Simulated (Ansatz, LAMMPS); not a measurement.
# Which site? P in place of Ge in amorphous Ge at 4.34 g/cm^3 (72 atoms), part 2 of 3

At which site of amorphous Ge at 4.34 g/cm^3 (72 atoms) does P in place of Ge cost least, and what about the site decides it?

Ansatz 0.2.0; Kohn-Sham DFT, PBE, PAW (set soft_2), plane waves.

The cell: 72 Ge. The quench rate of 20 K/ps is orders of magnitude faster than experiment. The network of bonds at the start is that of the classical potential that made the cell. The Brillouin zone is sampled at Γ only, in a cell whose shortest periodic width is 13 Å.

So far. Step 2 (Single point at the start): The r.m.s. force at the start is 0.24 eV/Å. Step 3 (Relaxation): The relaxation converged after 9 steps, 3.45 eV below its start, with a largest force component of 0.046 eV/Å.

## (5) P on a site of Ge, site Ge71

The site has 3 bonded neighbours (Ge3) at 2.59 Å on average, by cutoffs that count no bonds between two metal atoms or like ions. The change is made in the relaxed cell and the atoms are relaxed again, with spin allowed.

input.yaml

```yaml
crystal:
  lattice:
    - [12.598, 0.0, 0.0]
    - [0.0, 12.598, 0.0]
    - [0.0, 0.0, 12.598]
  atoms:
    [... atom lines 1 to 67 left out ...]
    - { symbol: Ge, position: [0.72277, 0.4064, 0.94746] }
    - { symbol: Ge, position: [0.4769, 0.30743, 0.16211] }
    - { symbol: Ge, position: [0.47793, 0.57832, 0.52068] }
    - { symbol: P, position: [0.09148, 0.75896, 0.32904], spin: 0.6 }
    - { symbol: Ge, position: [0.08848, 0.80167, 0.12888], spin: 0.6 }
magnetization:
  spin_polarized: true
kpoints:
  mp_grid: { grid: [1, 1, 1] }
hamiltonian:
  xc: pbe
scf:
  occupations: { method: fermi_dirac, width: 0.025 }
  lower_state_search: "off"
output:
  forces: true
  eigenvalues: true
relax:
  f_tol: 0.05
  max_steps: 90
```

The run is started by

```sh
$ ansatz run input.yaml --threads 8 --pin off --max-ram 15872MiB --backend cpu --events-out ev --progress --plain --runs-dir out
```

What it wrote:

```text
[...]
Crystal: 72 atoms, lattice volume = 1999.424 Å³
Basis set: ecut = 420 eV, 39127 PW (Γ), exchange–correlation on 180×180×180 points (8 copies of the dense FFT grid, shifted against one another)
Bands: 601, of which v1, the nominal top of the filled ones, is band 500 counted from 1 (499 counted from 0)
Symmetry: 1 space group operations
[...]
k-points: 1
[...]
Starting moments: Σ|m| = 2.4 μB on 4 of 72 sites
[...]
SCF iter   1: F=—  HF=-305684.186960 eV  |F-HF|=—  |Δ(HF+E_count)|=         —  Δρ=1.69e-2 (↑1.65e-2 ↓1.69e-2)  dr2=1.73e1  dr2_m=2.13e0  M=0.539 μB ∫|m|=0.684 μB  β_m=0.30  ethr=1.73e-3  ⟨swp⟩=2.0  Hψ=5795  notcnv=0
[...]
spin=Collinear: Resta preconditioning applied to the charge; magnetization (m = ρ↑ − ρ↓) channel mixes plain (no charge-response kernel on spin).
SCF iter   2: F=—  HF=-305682.766176 eV  |F-HF|=—  |Δ(HF+E_count)|=    1.42e0  Δρ=1.23e-2 (↑1.19e-2 ↓1.23e-2)  dr2=7.69e0  dr2_m=1.07e0  M=0.248 μB ∫|m|=0.407 μB  β_m=0.30  ethr=1.73e-3  ⟨swp⟩=4.0  Hψ=1411  notcnv=0
[...]
SCF iter   8: F=—  HF=-305681.844314 eV  |F-HF|=—  |Δ(HF+E_count)|=   1.18e-2  Δρ=9.59e-4 (↑9.59e-4 ↓9.57e-4)  dr2=2.35e-3  dr2_m=1.65e-2  M=0.159 μB ∫|m|=0.216 μB  β_m=0.30  ethr=8.71e-7  ⟨swp⟩=2.0  Hψ=1332  notcnv=0  defer=166
[...]
spin-set hold released at iteration 8 (site moments contracting): the magnetisation degrees of freedom join the quasi-Newton model from the next iteration; the mixer history was flushed
SCF iter   9: F=—  HF=-305681.846677 eV  |F-HF|=—  |Δ(HF+E_count)|=   2.36e-3  Δρ=6.82e-4 (↑6.82e-4 ↓6.80e-4)  dr2=1.21e-3  dr2_m=8.34e-3  M=0.143 μB ∫|m|=0.194 μB  β_m=0.65  ethr=2.35e-7  ⟨swp⟩=2.0  Hψ=1185  notcnv=0  defer=166
[...]
SCF iter  17: F=-305681.851215 eV  HF=-305681.851216 eV  |F-HF|=2.65e-7  |Δ(HF+E_count)|=   3.03e-6  Δρ=3.96e-6 (↑3.96e-6 ↓3.83e-6)  dr2=1.04e-6  dr2_m=2.47e-7  M=0.013 μB ∫|m|=0.017 μB  ethr=2.29e-10  ⟨swp⟩=2.0  Hψ=3501  notcnv=0
WARN: the starting moments were not kept: the SCF closed with an absolute magnetisation of 1.6e-2 μB, where they sum to 2.4 μB in size (4 sites). That is at most 0.1 of that sum. Measured as dr2_m measures the in/out step, that magnetisation stands 1.5e-6 eV from none, [...]
SCF 1 converged in 17 iterations: F = -305681.851215 eV  dr2 = 1.04e-6
[...]
relax step   1: F+E_penalty+E_count = -305681.85121527 eV  Δ(F+E_penalty+E_count) = +0.000e0 eV  max|allowed force component| = 1.086e0 eV/Å  Δτ_max = 0.0000 Å  (17 SCF iters, dr2 threshold 6.25e-5 eV, accepted)
[...]
relax step   2: F+E_penalty+E_count = -305682.14199909 eV  Δ(F+E_penalty+E_count) = -2.908e-1 eV  max|allowed force component| = 3.804e-1 eV/Å  Δτ_max = 0.1947 Å  (8 SCF iters, dr2 threshold 7.37e-5 eV, accepted)
[...]
relax step   3: F+E_penalty+E_count = -305682.26147350 eV  Δ(F+E_penalty+E_count) = -1.195e-1 eV  max|allowed force component| = 2.884e-1 eV/Å  Δτ_max = 0.1847 Å  (9 SCF iters, dr2 threshold 9.04e-6 eV, accepted)
[...]
relax step   4: F+E_penalty+E_count = -305682.29373478 eV  Δ(F+E_penalty+E_count) = -3.226e-2 eV  max|allowed force component| = 1.652e-1 eV/Å  Δτ_max = 0.0576 Å  (8 SCF iters, dr2 threshold 1.02e-5 eV, accepted)
[...]
relax step   5: F+E_penalty+E_count = -305682.31322256 eV  Δ(F+E_penalty+E_count) = -1.949e-2 eV  max|allowed force component| = 5.569e-2 eV/Å  Δτ_max = 0.0882 Å  (8 SCF iters, dr2 threshold 8.96e-6 eV, accepted)
[...]
relax step   6: F+E_penalty+E_count = -305682.32351080 eV  Δ(F+E_penalty+E_count) = -1.029e-2 eV  max|allowed force component| = 7.020e-2 eV/Å  Δτ_max = 0.0763 Å  (11 SCF iters, accepted)
[...]
relax step   7: F+E_penalty+E_count = -305682.32981396 eV  Δ(F+E_penalty+E_count) = -6.303e-3 eV  max|allowed force component| = 4.428e-2 eV/Å  Δτ_max = 0.0699 Å  (10 SCF iters, accepted)
SCF converged after 10 iterations
Magnetization: -0.0002 μB (499.4999 up, 499.5001 down)
Absolute magnetization: 0.0002 μB (∫|ρ↑−ρ↓|, with the PAW one-centre terms)
[...]
Per-site moments (μB) at R_I (Å): [(-8.808196e-7, 1.045985), (-2.666219e-6, 1.065939), (-6.985745e-7, 1.020811), (-1.600085e-7, 1.047375), (-6.434213e-7, 1.029885), [...]
Free energy (F): -305682.329814 eV
[...]
Internal energy: -305682.294335 eV  (E = F + TS)
E sigma→0 (E₀):  -305682.312074 eV
Entropy (-TS):   -0.035479 eV (-0.493 meV/atom)
Fermi energy:    6.050331 eV
[...]
--- Forces (eV/Å), atoms counted from 1 ---
  atom   1  Ge     0.00059554     0.00121310    -0.00320429
  atom   2  Ge     0.00032573     0.00406485    -0.00648273
  atom   3  Ge     0.00055505     0.00183877     0.00170251
  atom   4  Ge     0.01096818    -0.00065475    -0.01907581
  atom   5  Ge     0.00164019     0.00170420     0.00007031
  atom   6  Ge    -0.00693562    -0.00375830     0.00310575
  atom   7  Ge    -0.00070209     0.00188878     0.00037244
  atom   8  Ge    -0.00904635    -0.00754650     0.00906523
  atom   9  Ge     0.00467058     0.00294199    -0.00293489
  atom  10  Ge     0.00560402     0.00144564    -0.00331330
  atom  11  Ge    -0.00574162    -0.00108558    -0.00441701
  atom  12  Ge     0.01037969     0.00914782     0.00783771
  atom  13  Ge    -0.01483551     0.00119905    -0.01941231
  atom  14  Ge     0.00550226    -0.00219405    -0.00473819
[...]
atom  71  P     -0.04428005     0.01319375    -0.00258167
  atom  72  Ge     0.01112286    -0.01025858     0.00324742
  max |Σ_I F_I| component: 3.58e-5 eV/Å
--- Band table (eV) ---
[...]
--- Relaxed structure (7 steps of the walk, 7 accepted, 0 SCFs on fresh bases) ---
  F+E_penalty+E_count = -305682.32981396 eV   max|allowed force component| = 4.428e-2 eV/Å
  atoms:
    - { symbol: Ge, position: [0.238118, 0.465492, 0.337532] }
    - { symbol: Ge, position: [0.609282, 0.660727, 0.120547] }
    - { symbol: Ge, position: [0.964111, 0.915433, 0.028238] }
    - { symbol: Ge, position: [0.072371, 0.193459, 0.023754] }
[...]
- { symbol: Ge, position: [0.088615, 0.799290, 0.126200] }
```

Run time: 5.2 min. Hardware: 8 threads of Intel Xeon at 2.70GHz, shared host; peak memory 5.8 GiB.

The program notes that starting moments were not kept.

The relaxation converged after 7 steps, 0.479 eV below its start, with a largest force component of 0.044 eV/Å.

A closer look about the P atom, after relaxation: 10 atoms, nearest first, numbered in the order of the input, with positions taken from that point.

| atom | x | y | z | distance (Å) | bonds |
| --- | --- | --- | --- | --- | --- |
| P71 | 0.00 | 0.00 | 0.00 | 0.00 | 3 |
| Ge38 | 0.38 | 1.98 | 1.29 | 2.39 | 4 |
| Ge33 | -2.36 | -0.23 | 0.51 | 2.42 | 4 |
| Ge72 | 0.08 | 0.26 | -2.42 | 2.43 | 4 |
| Ge20 | -1.42 | -1.77 | 2.36 | 3.27 | 4 |
| Ge15 | -0.51 | -3.42 | 0.62 | 3.52 | 4 |
| Ge5 | 0.72 | -1.14 | 3.50 | 3.75 | 4 |
| Ge35 | -0.48 | -2.11 | -3.14 | 3.81 | 4 |
| Ge30 | 2.58 | 2.86 | 0.33 | 3.87 | 4 |
| Ge52 | -3.46 | 2.05 | 0.26 | 4.03 | 4 |

The largest move is 0.42 Å, by Ge12.

## (6) P on a site of Ge, site Ge56

The site has 5 bonded neighbours (Ge5) at 2.74 Å on average. 

Input and log are left out; they have the form of those shown for this kind of step.

Run time: 4.8 min. Hardware: 8 threads of Intel Xeon at 2.70GHz, shared host; peak memory 5.8 GiB; 34 min of CPU time.

The relaxation converged after 4 steps, 0.201 eV below its start, with a largest force component of 0.039 eV/Å.

## (7) P on a site of Ge, site Ge53

The site has 4 bonded neighbours (Ge4) at 2.59 Å on average. 

Input and log are left out; they have the form of those shown for this kind of step.

The job ended after 8.6 min (8 threads of Intel Xeon at 2.70GHz, shared host; peak memory 5.8 GiB).

The relaxation converged after 10 steps, 0.323 eV below its start, with a largest force component of 0.037 eV/Å.

## (8) P on a site of Ge, site Ge27

The site has 4 bonded neighbours (Ge4) at 2.53 Å on average. 

input.yaml, the sections that differ from step 5:

```yaml
crystal:
  lattice:
    - [12.598, 0.0, 0.0]
    - [0.0, 12.598, 0.0]
    - [0.0, 0.0, 12.598]
  atoms:
    [... atom lines 1 to 23 left out ...]
    - { symbol: Ge, position: [0.51661, 0.7276, 0.64659] }
    - { symbol: Ge, position: [0.27909, 0.58407, 0.49379] }
    - { symbol: Ge, position: [0.72878, 0.21856, 0.87285] }
    - { symbol: P, position: [0.15516, 0.63959, 0.7865], spin: 0.6 }
    - { symbol: Ge, position: [0.97706, 0.63907, 0.87996], spin: 0.6 }
    - { symbol: Ge, position: [0.54784, 0.85198, 0.19519] }
    - { symbol: Ge, position: [0.28796, 0.00069, 0.3461] }
    [... atom lines 31 to 72 left out ...]
# magnetization, kpoints, hamiltonian, scf, output, relax: as in step 5
```

What it wrote:

```text
[...]
Crystal: 72 atoms, lattice volume = 1999.424 Å³
Basis set: ecut = 420 eV, 39127 PW (Γ), exchange–correlation on 180×180×180 points (8 copies of the dense FFT grid, shifted against one another)
Bands: 602, of which v1, the nominal top of the filled ones, is band 500 counted from 1 (499 counted from 0)
Symmetry: 1 space group operations
[...]
k-points: 1
[...]
Starting moments: Σ|m| = 3 μB on 5 of 72 sites
[...]
SCF iter   1: F=—  HF=-305684.299732 eV  |F-HF|=—  |Δ(HF+E_count)|=         —  Δρ=1.81e-2 (↑1.76e-2 ↓1.81e-2)  dr2=1.70e1  dr2_m=2.85e0  M=0.282 μB ∫|m|=0.495 μB  β_m=0.30  ethr=1.70e-3  ⟨swp⟩=2.0  Hψ=5803  notcnv=0
[...]
spin=Collinear: Kerker preconditioning applied to the charge; magnetization (m = ρ↑ − ρ↓) channel mixes plain (no charge-response kernel on spin).
SCF iter   2: F=—  HF=-305683.741642 eV  |F-HF|=—  |Δ(HF+E_count)|=   5.58e-1  Δρ=1.37e-2 (↑1.32e-2 ↓1.37e-2)  dr2=1.18e1  dr2_m=1.42e0  M=0.240 μB ∫|m|=0.415 μB  β_m=0.30  ethr=1.70e-3  ⟨swp⟩=1.0  Hψ=1204  notcnv=0
SCF iter   3: F=—  HF=-305681.828513 eV  |F-HF|=—  |Δ(HF+E_count)|=    1.91e0  Δρ=6.72e-3 (↑6.58e-3 ↓6.72e-3)  dr2=1.41e0  dr2_m=7.02e-1  M=0.196 μB ∫|m|=0.350 μB  β_m=0.30  ethr=1.19e-3  ⟨swp⟩=4.0  Hψ=2386  notcnv=0  defer=3
[...]
SCF iter   7: F=—  HF=-305681.916082 eV  |F-HF|=—  |Δ(HF+E_count)|=   4.37e-2  Δρ=1.75e-3 (↑1.57e-3 ↓1.75e-3)  dr2=7.68e-2  dr2_m=4.31e-2  M=0.125 μB ∫|m|=0.197 μB  β_m=0.30  ethr=1.24e-5  ⟨swp⟩=2.0  Hψ=1214  notcnv=0  defer=159
[...]
SCF iter   9: F=—  HF=-305681.958786 eV  |F-HF|=—  |Δ(HF+E_count)|=   3.39e-2  Δρ=2.70e-4 (↑2.58e-4 ↓2.70e-4)  dr2=3.61e-2  dr2_m=1.67e-4  M=0.078 μB ∫|m|=0.110 μB  β_m=0.66  ethr=6.49e-6  ⟨swp⟩=2.0  Hψ=1210  notcnv=0  defer=159
[...]
SCF iter  14: F=—  HF=-305681.988489 eV  |F-HF|=—  |Δ(HF+E_count)|=   1.11e-4  Δρ=1.74e-5 (↑1.73e-5 ↓1.74e-5)  dr2=1.22e-4  dr2_m=1.09e-6  M=-0.009 μB ∫|m|=0.014 μB  β_m=0.88  ethr=3.40e-8  ⟨swp⟩=2.0  Hψ=2034  notcnv=0  defer=170
SCF iter  15: F=-305681.988545 eV  HF=-305681.988556 eV  |F-HF|=1.11e-5  |Δ(HF+E_count)|=   6.75e-5  Δρ=7.19e-6 (↑7.17e-6 ↓7.19e-6)  dr2=4.33e-5  dr2_m=4.57e-8  M=-0.005 μB ∫|m|=0.006 μB  ethr=6.26e-9  ⟨swp⟩=9.5  Hψ=5704  notcnv=0
[...]
SCF 1 converged in 15 iterations: F = -305681.988545 eV  dr2 = 4.33e-5
[...]
relax step   1: F+E_penalty+E_count = -305681.98854513 eV  Δ(F+E_penalty+E_count) = +0.000e0 eV  max|allowed force component| = 4.082e-1 eV/Å  Δτ_max = 0.0000 Å  (15 SCF iters, dr2 threshold 6.25e-5 eV, accepted)
[...]
relax step   2: F+E_penalty+E_count = -305682.11154463 eV  Δ(F+E_penalty+E_count) = -1.230e-1 eV  max|allowed force component| = 1.005e-1 eV/Å  Δτ_max = 0.0931 Å  (13 SCF iters, dr2 threshold 1.04e-5 eV, accepted)
[...]
relax step   3: F+E_penalty+E_count = -305682.12790068 eV  Δ(F+E_penalty+E_count) = -1.636e-2 eV  max|allowed force component| = 5.844e-2 eV/Å  Δτ_max = 0.0338 Å  (17 SCF iters, accepted)
[...]
relax step   4: F+E_penalty+E_count = -305682.13233471 eV  Δ(F+E_penalty+E_count) = -4.434e-3 eV  max|allowed force component| = 3.776e-2 eV/Å  Δτ_max = 0.0161 Å  (9 SCF iters, accepted)
SCF converged after 9 iterations
Magnetization: -0.0003 μB (499.4998 up, 499.5002 down)
Absolute magnetization: 0.0005 μB (∫|ρ↑−ρ↓|, with the PAW one-centre terms)
[...]
Per-site moments (μB) at R_I (Å): [(-1.039102e-6, 1.051685), (-3.478636e-6, 1.054746), (-1.609772e-6, 1.018527), (1.282751e-7, 1.042909), (-1.408924e-6, 1.008435), [...]
Free energy (F): -305682.132335 eV
[...]
Internal energy: -305682.097264 eV  (E = F + TS)
E sigma→0 (E₀):  -305682.114799 eV
Entropy (-TS):   -0.035071 eV (-0.487 meV/atom)
Fermi energy:    6.021798 eV
[...]
Σ components = -305682.132335   (vs F -305682.132335, Δ=0.00e0)
--- Forces (eV/Å), atoms counted from 1 ---
  atom   1  Ge     0.01260367     0.00191514     0.00128824
  atom   2  Ge    -0.00243368     0.00436088     0.01239608
  atom   3  Ge     0.00514992     0.00104749     0.00057735
  atom   4  Ge     0.00282514     0.00001384    -0.02606123
[...]
atom  72  Ge    -0.00354721    -0.00302216     0.00222180
  max |Σ_I F_I| component: 9.48e-6 eV/Å
--- Band table (eV) ---
[...]
--- Relaxed structure (4 steps of the walk, 4 accepted, 0 SCFs on fresh bases) ---
  F+E_penalty+E_count = -305682.13233471 eV   max|allowed force component| = 3.776e-2 eV/Å
  atoms:
    - { symbol: Ge, position: [0.235737, 0.463640, 0.339574] }
    - { symbol: Ge, position: [0.608017, 0.662749, 0.116851] }
    - { symbol: Ge, position: [0.967462, 0.915530, 0.025834] }
    - { symbol: Ge, position: [0.068762, 0.193849, 0.024540] }
[...]
- { symbol: Ge, position: [0.088483, 0.801132, 0.129185] }
```

Run time: 4.6 min. Hardware: 8 threads; peak memory 5.8 GiB; 32 min of CPU time.

The relaxation converged after 4 steps, 0.144 eV below its start, with a largest force component of 0.038 eV/Å.

## (9) P on a site of Ge, site Ge2

The site has 4 bonded neighbours (Ge4) at 2.64 Å on average. 

Input and log are left out; they have the form of those shown for this kind of step.

Elapsed: 15 min, on 8 threads of Intel Xeon at 2.70GHz, shared host; peak memory 5.8 GiB; 1.7 h of CPU time.

The relaxation converged after 11 steps, 0.211 eV below its start, with a largest force component of 0.031 eV/Å.

The surroundings of the P atom, after relaxation, nearest first, numbered as they follow in the input and with coordinates relative to it.

| atom | x | y | z | distance (Å) | bonds |
| --- | --- | --- | --- | --- | --- |
| P2 | 0.00 | 0.00 | 0.00 | 0.00 | 3 |
| Ge31 | 1.96 | -0.52 | 1.33 | 2.43 | 4 |
| Ge19 | 0.12 | 1.21 | -2.14 | 2.46 | 4 |
| Ge29 | -0.70 | 2.24 | 0.93 | 2.53 | 4 |
| Ge18 | -0.87 | -2.72 | -1.05 | 3.04 | 4 |
| Ge8 | 0.38 | -1.27 | 3.35 | 3.60 | 4 |
| Ge17 | 0.41 | 3.48 | -0.94 | 3.63 | 4 |
| Ge44 | -1.76 | 0.11 | -3.53 | 3.94 | 4 |
| Ge68 | 1.36 | -3.44 | -2.34 | 4.37 | 4 |
| Ge36 | 0.11 | 3.01 | 3.19 | 4.39 | 4 |

The largest move is 0.51 Å, by Ge57.

## (10) P on a site of Ge, site Ge10

The site has 4 bonded neighbours (Ge4) at 2.48 Å on average. 

Input and log are left out; they have the form of those shown for this kind of step.

Wall time 6 min (8 threads of Intel Xeon at 2.70GHz, shared host); peak memory 5.8 GiB.

The relaxation converged after 7 steps, 0.218 eV below its start, with a largest force component of 0.043 eV/Å.

(Part 2 of 3 ends here.)

[Long decimals in the printed logs are rounded to 6 places.]

[Logs are printed without paths, hosts, clocks, repeated set-up lines and the standing remarks that a program may print on its own settings, such as how far it seeks lower states.]

[Hosts, paths, dates, database ids (printed as entryN), source tags and the programs' standing remarks are cut or masked in the printed files.]
